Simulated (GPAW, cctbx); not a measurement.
# By hand: from a DFT structure factor to an extinction distance in Be2Ge

Be2Ge, P6_3/mmc (no. 194), a = 3.8986 Å, b = 3.8986 Å, c = 5.5233 Å, α = 90.00°, β = 90.00°, γ = 120.00°.

```
atom  mult.    x    y    z
 Ge1      2  1/3  2/3  3/4
 Be1      2  1/3  2/3  1/4
 Be2      2    0    0  1/2
```

The start was made by putting kin elements into a known structure type; the compound need not exist, or be stable, in this form.

A DFT run (GPAW, PBE, 450 eV, 7×7×4 k-points (along the axes of the calculation cell), Fermi–Dirac width 0.1 eV) gives the static X-ray structure factor of 100 as 25.206 e for the conventional cell; superposed free atoms give 25.092 e. **Problem.** Find the Fourier component V of the crystal potential and the two-beam extinction distance at 200 kV in both cases.

**1. Geometry**

The cell volume is Ω = 72.70 Å³ and d(100) = 3.3763 Å, so g = 1/d = 0.2962 Å⁻¹.

**2. The nuclei**

Electrons feel nuclei as well as electrons, so the nuclear charges are summed with the same phases.

Phase sums Σ exp(2πi h·x), turned so that the total is real and positive: Ge +1.000, Be -1.000. Then F_Z = 32 × (+1.000) + 4 × (-1.000) = 28.00 e. The electron term has the same sign for this reflection.

**3. Mott–Bethe**

Poisson's equation, term by term, gives V = (e/4πε₀)(F_Z − F)/(πΩg²), with e/4πε₀ = 14.3996 V Å.

The prefactor is 14.3996 × 3.3763²/(π × 72.70) = 0.71867 V per electron. Free atoms: (28.00 − 25.092) × 0.71867 = 2.090 V. Crystal: (28.00 − 25.206) × 0.71867 = 2.008 V. F changes by +0.45 % and V by -3.9 %: the same 0.11 e is measured against F_Z − F = 2.9 e in place of F = 25.1 e.

**4. Extinction distance**

In the two-beam case ξ = 1/(λU) with U = 2γm₀eV/h², that is ξ = 150.41 V Å²/(γλV).

At 200 kV, λ = 0.02508 Å and γ = 1.3914. Free atoms: ξ = 2063 Å. Crystal: ξ = 2147 Å. The thickness fringes go as sin²(πt/ξ), so the two patterns slip by a quarter of a period when t|1/ξ₁ − 1/ξ₀| = 1/4, at t ≈ 1315 nm, thicker than usual samples. Thermal motion, absorption and many-beam coupling, left out here, change a real pattern.

**5. Answer**

V(100) is 2.01 V against 2.09 V, and ξ is 2147 against 2063 Å. Limits: static atoms, two beams.

[Outputs are excerpts: Python notices, other lines and further rows are left out; steps that failed or that the build refused (PBEsol, TPSS) are not shown.]

[Logs are printed without paths, hosts, clocks, repeated set-up lines and the standing remarks that a program may print on its own settings, such as how far it seeks lower states.]
